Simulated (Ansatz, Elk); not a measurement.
# Bonding as seen by X-rays: Mg6CdPb

Structure refinements treat a crystal as free atoms side by side. For a made-up structure of Mg6CdPb (cell and positions from a PBEsol relaxation) the runs below show what the calculated density changes in F(hkl).

Calculated with Elk 11.2.3 (patched build); DFT, PBE, all-electron APW+lo, Dirac cores, scalar-relativistic bands, static density, no spin.

The structure was built from a prototype and need not be the compound's stable phase.

## 1. Starting point

It takes space group Amm2 (No. 38, orthorhombic). The conventional cell has a = 5.000 Å, b = 6.709 Å, c = 10.822 Å, α = 90.00°, β = 90.00°, γ = 90.00°. Nearest to Pb lie 10 Mg at 3.13 to 3.18 Å and 2 Cd at 3.35 Å. Cd has 10 Mg at 3.09 to 3.21 Å and 2 Pb at 3.35 Å nearest. Nearest to Mg lie 2 Cd at 3.10 Å and 10 Mg at 3.13 to 3.35 Å. Nearest to Mg lie 10 Mg at 3.12 to 3.35 Å and 2 Pb at 3.13 Å. Mg has 2 Cd at 3.09 Å and 7 Mg at 3.13 to 3.23 Å and 2 Pb at 3.16 Å nearest. Nearest to Mg lie 8 Mg at 3.12 to 3.37 Å and 2 Cd at 3.16 to 3.21 Å and 2 Pb at 3.18 Å. Farther neighbours are not listed.

## 2. Ground state and structure factors

An all-electron density is needed, since X-rays see the cores too. Task 0 finds the density and task 195 Fourier-transforms it; tshift is off so that phases refer to the origin typed.

File elk.in:

```
tasks
  0
  195

xctype
  20

spinpol
  .false.

rgkmax
  7.0

gmaxvr
  14.0

lmaxo
  7

lmaxapw
  8

swidth
  0.002

tshift
  .false.

ramdisk
  .false.

hmaxvr
  5.5

maxscl
  120

epspot
  1e-06

sppath
  './'

avec
  9.44809960423 0.00000000000 -0.00000000000
  -0.00000000000 6.33954776404 10.22497305001
  -0.00000000000 -6.33954776404 10.22497305001

atoms
  3
  'Pb.in'
  1
  0.5000000000 0.1614230164 0.1614230164   0.000000 0.000000 0.000000
  'Cd.in'
  1
  0.5000000000 0.6652091310 0.6652091310   0.000000 0.000000 0.000000
  'Mg.in'
  6
  0.0000000000 0.8352098852 0.8352098852   0.000000 0.000000 0.000000
  -0.0000000000 0.3359864643 0.3359864643   0.000000 0.000000 0.000000
  0.0000000000 0.3469359609 0.8240361790   0.000000 0.000000 0.000000
  0.0000000000 0.8240361790 0.3469359609   0.000000 0.000000 0.000000
  0.5000000000 0.1627731473 0.6608262159   0.000000 0.000000 0.000000
  0.5000000000 0.6608262159 0.1627731473   0.000000 0.000000 0.000000

ngridk
  5 4 4
```

The run is started by

```
$ OMP_NUM_THREADS=4 elk
```

Numbers of over 12 decimals in the logs are rounded to 6 here.

Log:

```text
┌─────────────────────────┐
│ Elk code version 11.2.3 │
└─────────────────────────┘

All units are atomic (Hartree, Bohr, etc.)

┌─────────────────────────────────────────────────┐
│ Ground-state run starting from atomic densities │
└─────────────────────────────────────────────────┘

Lattice vectors :
   9.448099604       0.000000000      -0.000000000
  -0.000000000       6.339547764       10.22497305
  -0.000000000      -6.339547764       10.22497305

Reciprocal lattice vectors :
  0.6650210699       0.000000000       0.000000000
   0.000000000      0.4955546942      0.3072470351
   0.000000000     -0.4955546942      0.3072470351

Unit cell volume      :    1224.883851
Brillouin zone volume :   0.2025091711

Muffin-tin inner radius fraction :   0.1000000000E-01

Nuclei treated as point charges

Species : 1 (Pb)
 parameters loaded from : Pb.in
 name : lead
 nuclear charge    :   -82.00000000
 electronic charge :    82.00000000
 atomic mass :    377702.4943
 muffin-tin radius :    2.800000000
 number of radial points in muffin-tin :   1393
 inner part over the whole radius :   0.9993555083E-02
 number on inner part of muffin-tin    :   1001
 approximate nuclear radius :   0.1047603524E-03
 number of mesh points to nuclear radius :    525
 atomic positions (lattice), magnetic fields (Cartesian) :
  1 :   0.50000000  0.16142302  0.16142302    0.00000000  0.00000000  0.00000000

Species : 2 (Cd)
 parameters loaded from : Cd.in
 name : cadmium
 nuclear charge    :   -48.00000000
 electronic charge :    48.00000000
 atomic mass :    204912.7176
 muffin-tin radius :    2.600000000
 number of radial points in muffin-tin :   1193
 inner part over the whole radius :   0.9972693929E-02
 number on inner part of muffin-tin    :    850
 approximate nuclear radius :   0.8708852602E-04
 number of mesh points to nuclear radius :    426
 atomic positions (lattice), magnetic fields (Cartesian) :
  1 :   0.50000000  0.66520913  0.66520913    0.00000000  0.00000000  0.00000000

Species : 3 (Mg)
 parameters loaded from : Mg.in
 name : magnesium
 nuclear charge    :   -12.00000000
 electronic charge :    12.00000000
 atomic mass :    44305.30466
 muffin-tin radius :    2.200000000
 number of radial points in muffin-tin :    793
 inner part over the whole radius :   0.9941530515E-02
 number on inner part of muffin-tin    :    552
 approximate nuclear radius :   0.5710277704E-04
 number of mesh points to nuclear radius :    241
 atomic positions (lattice), magnetic fields (Cartesian) :
  1 :   0.00000000  0.83520989  0.83520989    0.00000000  0.00000000  0.00000000
  2 :   0.00000000  0.33598646  0.33598646    0.00000000  0.00000000  0.00000000
  3 :   0.00000000  0.34693596  0.82403618    0.00000000  0.00000000  0.00000000
  4 :   0.00000000  0.82403618  0.34693596    0.00000000  0.00000000  0.00000000
  5 :   0.50000000  0.16277315  0.66082622    0.00000000  0.00000000  0.00000000
  6 :   0.50000000  0.66082622  0.16277315    0.00000000  0.00000000  0.00000000

Total number of atoms per unit cell :    8
Total muffin-tin volume :    433.1879278
 ratio of muffin-tin to unit cell volume :   0.3536563302

Spin treatment :
 spin-unpolarised

Number of Bravais lattice symmetries :    8
Number of crystal symmetries         :    4
Crystal has no inversion symmetry
Complex Hermitian eigensolver will be used

k-point grid :      5     4     4
k-point offset :    0.000000000       0.000000000       0.000000000
k-point set is reduced with full crystal symmetry group
Total number of k-points :       30

Muffin-tin radius times maximum |G+k| :    7.000000000
 using average radius
Maximum |G+k| for APW functions       :    3.010752688
Maximum (1/2)|G+k|²                   :    4.532315875
Maximum |G| for potential and density :    14.00000000
Constant for pseudocharge density :   10
 order of it for each species :   17  17  17
 order of it for pair densities of each species (exact exchange by exxq0 0: 18) :   14  12   8
Radial integration step length :    1

[...]
Density of states at Fermi energy :    38.97519975
 (states/Hartree/unit cell)

Estimated indirect band gap :   0.2554368873E-02
 from k-point 22 to k-point 15
Estimated direct band gap   :   0.1456104888E-01
 at k-point 8

Charges :
 core                        :    110.0000000
 valence                     :    92.00000000
 interstitial                :    12.12287423
 muffin-tins (core leakage)
  species : 1 (Pb)
[...]
species : 2 (Cd)
[...]
species : 3 (Mg)
[...]
total in muffin-tins        :    189.8771258
 total calculated charge     :    201.9985071
 total charge                :    202.0000000
 error                       :   0.1492853138E-02

RMS change in Kohn-Sham potential (target) :   0.6023127242     (  0.1000000000E-05)
Absolute change in total energy (target)   :    2.029806716     (  0.1000000000E-03)

[... loops 3 to 13 left out ...]

┌──────────────────┐
│ Loop number : 14 │
└──────────────────┘

Energies :
 Fermi                       :     0.176980
 sum of occupied eigenvalues :     -16944.362286642
 electron kinetic            :      31440.869915279
 core electron kinetic       :      30732.388726396
 Coulomb                     :     -58523.721551132
 Coulomb potential           :     -47545.038078306
 nuclear-nuclear             :     -1935.6605907904
 electron-nuclear            :     -65661.447822803
 Hartree                     :      9073.3868624608
 Madelung                    :     -34751.202511979
 xc potential                :     -840.19412361475
 exchange                    :     -633.48684533748
 correlation                 :     -10.355510058409
 electron entropic           :    -0.57910040927128E-03
 total energy                :     -27726.694570350

Density of states at Fermi energy :    38.64287077
 (states/Hartree/unit cell)

Estimated indirect band gap :   0.3766529648E-03
 from k-point 22 to k-point 15
Estimated direct band gap   :   0.1311482877E-01
 at k-point 22

Charges :
 core                        :    110.0000000
 valence                     :    92.00000000
 interstitial                :    11.98536152
 muffin-tins (core leakage)
  species : 1 (Pb)
[...]
species : 2 (Cd)
[...]
species : 3 (Mg)
[...]
total in muffin-tins        :    190.0146385
 total calculated charge     :    201.9985629
 total charge                :    202.0000000
 error                       :   0.1437108667E-02

RMS change in Kohn-Sham potential (target) :   0.1472659793E-06 (  0.1000000000E-05)
Absolute change in total energy (target)   :   0.7427395758E-04 (  0.1000000000E-03)

Convergence targets achieved

┌──────────────────┐
│ Loop number : 15 │
└──────────────────┘

Energies :
 Fermi                       :     0.176981
 sum of occupied eigenvalues :     -16944.362274971
 electron kinetic            :      31440.869926534
 core electron kinetic       :      30732.388735355
 Coulomb                     :     -58523.721552896
 Coulomb potential           :     -47545.038081710
 nuclear-nuclear             :     -1935.6605907904
 electron-nuclear            :     -65661.447822566
 Hartree                     :      9073.3868604605
 Madelung                    :     -34751.202512041
 xc potential                :     -840.19411979419
 exchange                    :     -633.48684532185
 correlation                 :     -10.355510051919
 electron entropic           :    -0.57910036933082E-03
 total energy                :     -27726.694560836

Density of states at Fermi energy :    38.64286763
 (states/Hartree/unit cell)

Estimated indirect band gap :   0.3766539879E-03
 from k-point 22 to k-point 15
Estimated direct band gap   :   0.1311483024E-01
 at k-point 22

Charges :
 core                        :    110.0000000
 valence                     :    92.00000000
 interstitial                :    11.98536148
 muffin-tins (core leakage)
  species : 1 (Pb)
[...]
species : 2 (Cd)
[...]
species : 3 (Mg)
[...]
atom 4                    :    10.46547885     ( -0.9828258696E-07)
   atom 5                    :    10.46842048     ( -0.9828258563E-07)
   atom 6                    :    10.46842048     ( -0.9828258563E-07)
 total in muffin-tins        :    190.0146385
 total calculated charge     :    201.9985629
 total charge                :    202.0000000
 error                       :   0.1437108579E-02

┌──────────────────────────────┐
│ Self-consistent loop stopped │
└──────────────────────────────┘

Warning : the lowest level lies among the core levels :   -2.629325325      -2.602503349

Warning : core states of species 1 leak from the muffin-tin :   0.1201393530E-02

Warning : core states of species 2 leak from the muffin-tin :   0.2402127443E-03

Wrote STATE.OUT
```

It took 2.1 min on 4 threads of Arm Neoverse V1, shared host; peak memory 0.33 GiB; 6.6 min of CPU time.

SFACRHO.OUT:

```text

h k l indices transformed by vhmat matrix:
   1.000000000       0.000000000       0.000000000    
   0.000000000       1.000000000       0.000000000    
   0.000000000       0.000000000       1.000000000    

      h      k      l  multipl.   |H|            Re(F)            Im(F)           |F|

      0      0      0      1   0.0000000       202.00000      0.28928115E-17   202.00000    
      0      0     -1      2  0.58307392       16.865910      -26.720322       31.598015    
      0      0      1      2  0.58307392       16.865910       26.720322       31.598015    
      0      1      1      1  0.61449407      -46.852644       90.514604       101.92185    
      0     -1     -1      1  0.61449407      -46.852644      -90.514604       101.92185    
     -1      0      0      2  0.66502107      -101.37274     -0.16550615E-13   101.37274    
     -1      0      1      4  0.88443667      -19.009917      -27.559629       33.479995    
      1     -1      0      4  0.88443667      -19.009917       27.559629       33.479995    
     -1      1      1      2  0.90545899       45.060496      -87.048293       98.019659    
      1     -1     -1      2  0.90545899       45.060496       87.048293       98.019659    
      0      1     -1      2  0.99110939       96.854745     -0.25066410E-14   96.854745    
      0      1      2      2   1.0465090      -31.188849       4.9828570       31.584382    
      0     -1     -2      2   1.0465090      -31.188849      -4.9828570       31.584382    
      0      2      0      2   1.1661478      -76.343094       84.031718       113.53236    
      0     -2      0      2   1.1661478      -76.343094      -84.031718       113.53236    
     -1     -1      1      4   1.1935455      -93.129981     -0.34860570E-15   93.129981    
      0     -2     -2      1   1.2289881      -94.365690       74.189969       120.03764    
      0      2      2      1   1.2289881      -94.365690      -74.189969       120.03764
```

Elk indexes on the primitive cell of elk.in and gives |H| = 4π sin θ/λ in inverse bohr. Below, one row stands for each form hkl of the conventional cell (m members, Friedel mates merged), F is for one primitive cell and the density is static (no thermal factor). Free-atom factors are Waasmaier and Kirfel's, and R is Σm||F|−|F'||/Σm|F|.

| hkl | m | sin θ/λ (Å⁻¹) | abs F, DFT | neutral atoms | diff. | abs of complex diff. |
| --- | --- | --- | --- | --- | --- | --- |
| 011 | 4 | 0.088 | 31.598 | 31.651 | -0.053 | 0.054 |
| 002 | 2 | 0.092 | 101.922 | 102.036 | -0.114 | 0.114 |
| 100 | 2 | 0.100 | 101.373 | 101.460 | -0.087 | 0.087 |
| 111 | 8 | 0.133 | 33.480 | 33.443 | +0.037 | 0.038 |
| 102 | 4 | 0.136 | 98.020 | 98.014 | +0.005 | 0.005 |
| 020 | 2 | 0.149 | 96.855 | 96.864 | -0.009 | 0.009 |
| 013 | 4 | 0.157 | 31.584 | 31.547 | +0.038 | 0.038 |
| 022 | 4 | 0.175 | 113.532 | 113.614 | -0.082 | 0.168 |
| 120 | 4 | 0.179 | 93.130 | 93.126 | +0.004 | 0.004 |
| 004 | 2 | 0.185 | 120.038 | 120.286 | -0.248 | 0.317 |
| 113 | 8 | 0.186 | 31.484 | 31.431 | +0.053 | 0.058 |
| 200 | 2 | 0.200 | 160.092 | 160.883 | -0.791 | 0.791 |
| 122 | 8 | 0.202 | 147.297 | 148.002 | -0.704 | 0.713 |
| 104 | 4 | 0.210 | 139.506 | 140.180 | -0.674 | 0.690 |
| 211 | 8 | 0.218 | 29.156 | 29.092 | +0.064 | 0.064 |
| 202 | 4 | 0.220 | 88.456 | 88.642 | -0.187 | 0.187 |
| 031 | 4 | 0.228 | 33.294 | 33.261 | +0.033 | 0.038 |
| 024 | 4 | 0.237 | 86.480 | 86.650 | -0.170 | 0.170 |
| 015 | 4 | 0.243 | 31.129 | 31.104 | +0.025 | 0.028 |
| 131 | 8 | 0.249 | 26.576 | 26.509 | +0.067 | 0.067 |
| 220 | 4 | 0.249 | 85.463 | 85.606 | -0.142 | 0.142 |
| 213 | 8 | 0.255 | 29.446 | 29.416 | +0.030 | 0.030 |

## 3. The highest occupied states alone

An energy window below the Fermi level keeps the highest occupied states, to see at which angles they scatter; shallow core shells can lie inside it and anion s states outside. No new self-consistency is needed.

elk.in: that of step 2 with these lines changed.

```diff
@@ -1,3 +1,2 @@
 tasks
-  0
   195
@@ -40,2 +39,5 @@
 
+wsfac
+  -0.264010 0.476980
+
 sppath
```

The run is started by

```
$ OMP_NUM_THREADS=4 elk
```

Log:

```text
┌─────────────────────────────────┐
│ Elk code version 11.2.3 started │
└─────────────────────────────────┘

Info(readinput): the functional depends on the density's gradient
 muffin-tin radial points multiplied by    2.00000
 (not where nrmtscf is given)

┌────────────────────┐
│ Current task : 195 │
└────────────────────┘

Info(sfacrho): density structure factors written to SFACRHO.OUT

 Energy window :  -0.2640100000      0.4769800000

┌──────────────────┐
│ Elk code stopped │
└──────────────────┘
```

Wall time 31 s (4 threads); peak memory 0.22 GiB; 36 s of CPU time.

States within 12 eV below the Fermi level hold 28.00 electrons; any levels below the window count with the cores. Their amplitudes can exceed the total, where window and core parts have opposite phase:

| hkl | sin θ/λ (Å⁻¹) | abs F, window | abs F, all |
| --- | --- | --- | --- |
| 011 | 0.088 | 7.753 | 31.598 |
| 002 | 0.092 | 10.212 | 101.922 |
| 100 | 0.100 | 9.977 | 101.373 |
| 111 | 0.133 | 6.839 | 33.480 |
| 102 | 0.136 | 8.651 | 98.020 |
| 020 | 0.149 | 8.103 | 96.855 |
| 013 | 0.157 | 6.427 | 31.584 |
| 022 | 0.175 | 7.164 | 113.532 |
| 120 | 0.179 | 6.846 | 93.130 |
| 004 | 0.185 | 6.616 | 120.038 |

## 4. Another functional

The difference from free atoms is small, so it is set against the change that LDA (Perdew-Wang) makes.

elk.in: that of step 3 with these lines changed.

```diff
@@ -1,2 +1,3 @@
 tasks
+  0
   195
@@ -4,3 +5,3 @@
 xctype
-  20
+  3
 
@@ -39,5 +40,2 @@
 
-wsfac
-  -0.264010 0.476980
-
 sppath
```

The run is started by

```
$ OMP_NUM_THREADS=4 elk
```

Log:

```text
┌─────────────────────────┐
│ Elk code version 11.2.3 │
└─────────────────────────┘

All units are atomic (Hartree, Bohr, etc.)

┌─────────────────────────────────────────────────┐
│ Ground-state run starting from atomic densities │
└─────────────────────────────────────────────────┘

Lattice vectors :
   9.448099604       0.000000000      -0.000000000
  -0.000000000       6.339547764       10.22497305
  -0.000000000      -6.339547764       10.22497305

Reciprocal lattice vectors :
  0.6650210699       0.000000000       0.000000000
[...]
atom 6                    :    10.48017463     ( -0.1573064653E-05)
 total in muffin-tins        :    190.1357797
 total calculated charge     :    201.9985646
 total charge                :    202.0000000
 error                       :   0.1435411683E-02

┌──────────────────────────────┐
│ Self-consistent loop stopped │
└──────────────────────────────┘

Warning : the lowest level lies among the core levels :   -2.612779102      -2.606350512

Warning : core states of species 1 leak from the muffin-tin :   0.1209341028E-02

Warning : core states of species 2 leak from the muffin-tin :   0.2409863808E-03

Wrote STATE.OUT
[key lines of the parts left out:]
total energy                :     -27705.542975756
```

Run time: 93 s. Hardware: 4 threads; peak memory 0.25 GiB.

Against the first run R = 0.03 %; the largest change is -0.119 at 026.

## 5. A coarser k-mesh

About half the k-points along each axis test the sampling.

elk.in: that of step 4 with these lines changed.

```diff
@@ -5,3 +5,3 @@
 xctype
-  3
+  20
 
@@ -66,2 +66,2 @@
 ngridk
-  5 4 4
+  2 2 2
```

The run is started by

```
$ OMP_NUM_THREADS=4 elk
```

Log:

```text
┌─────────────────────────┐
│ Elk code version 11.2.3 │
└─────────────────────────┘

All units are atomic (Hartree, Bohr, etc.)

┌─────────────────────────────────────────────────┐
│ Ground-state run starting from atomic densities │
└─────────────────────────────────────────────────┘

Lattice vectors :
   9.448099604       0.000000000      -0.000000000
  -0.000000000       6.339547764       10.22497305
  -0.000000000      -6.339547764       10.22497305

Reciprocal lattice vectors :
  0.6650210699       0.000000000       0.000000000
[...]
atom 6                    :    10.46655513     ( -0.9828258962E-07)
 total in muffin-tins        :    190.0402996
 total calculated charge     :    201.9985564
 total charge                :    202.0000000
 error                       :   0.1443631023E-02

┌──────────────────────────────┐
│ Self-consistent loop stopped │
└──────────────────────────────┘

Warning : the lowest level lies among the core levels :   -2.631867734      -2.602770978

Warning : core states of species 1 leak from the muffin-tin :   0.1201246071E-02

Warning : core states of species 2 leak from the muffin-tin :   0.2405155147E-03

Wrote STATE.OUT
[key lines of the parts left out:]
total energy                :     -27726.689585579
```

Run time: 61 s. Hardware: 4 threads; peak memory 0.33 GiB.

Against the first run R = 0.01 %; the largest change is -0.145 at 100.

## 6. Settings against the effect

| run | R against the first run (%) | R against neutral atoms, low angle (%) | wall time |
| --- | --- | --- | --- |
| PBE, rgkmax 7 | 0.00 | 0.20 | 2.1 min |
| LDA (Perdew-Wang) | 0.03 | 0.22 | 93 s |
| k-mesh 2×2×2 | 0.01 | 0.19 | 61 s |

## 7. Outcome

| Item | Value |
| --- | --- |
| R against neutral atoms, sin θ/λ < 0.3 Å⁻¹ | 0.20 % |
| R against neutral atoms, 0.3 to 0.52 Å⁻¹ | 0.07 % |

In words: Independent neutral atoms miss the calculated amplitudes by R = 0.20 % below 0.3 Å⁻¹ and 0.07 % from there to 0.52 Å⁻¹; by shells, 0.07 % below 0.15 Å⁻¹ (6 forms), 0.22 % 0.15 to 0.3 (25 forms), 0.06 % 0.3 to 0.45 (68 forms), 0.10 % above 0.45 (50 forms). Bonding, aspherical density and the tables' own atoms all enter these figures, and the runs don't part them. The largest change of an amplitude is -0.79 electrons, at 200. R counts amplitudes alone; phases shift too. The window's part falls from 28.0 electrons at the origin to at most 0.71 between 0.45 and 0.52 Å⁻¹. Below 0.3 Å⁻¹ the changes that finished (LDA (Perdew-Wang) and k-mesh 2×2×2) move F by R = 0.04 % at most, against the 0.20 % that separates it from free atoms. The basis has no finished test. Spin-orbit coupling is left out, which can matter for elements this heavy. Part of the difference isn't bonding: the tables are fits to free atoms and ions calculated by other methods than this functional. Thermal motion, anomalous dispersion and extinction are left out.

[Logs are printed without paths, hosts, clocks, repeated set-up lines and the standing remarks that a program may print on its own settings, such as how far it seeks lower states.]

[Hosts, paths, dates, database ids (printed as entryN), source tags and the programs' standing remarks are cut or masked in the printed files.]
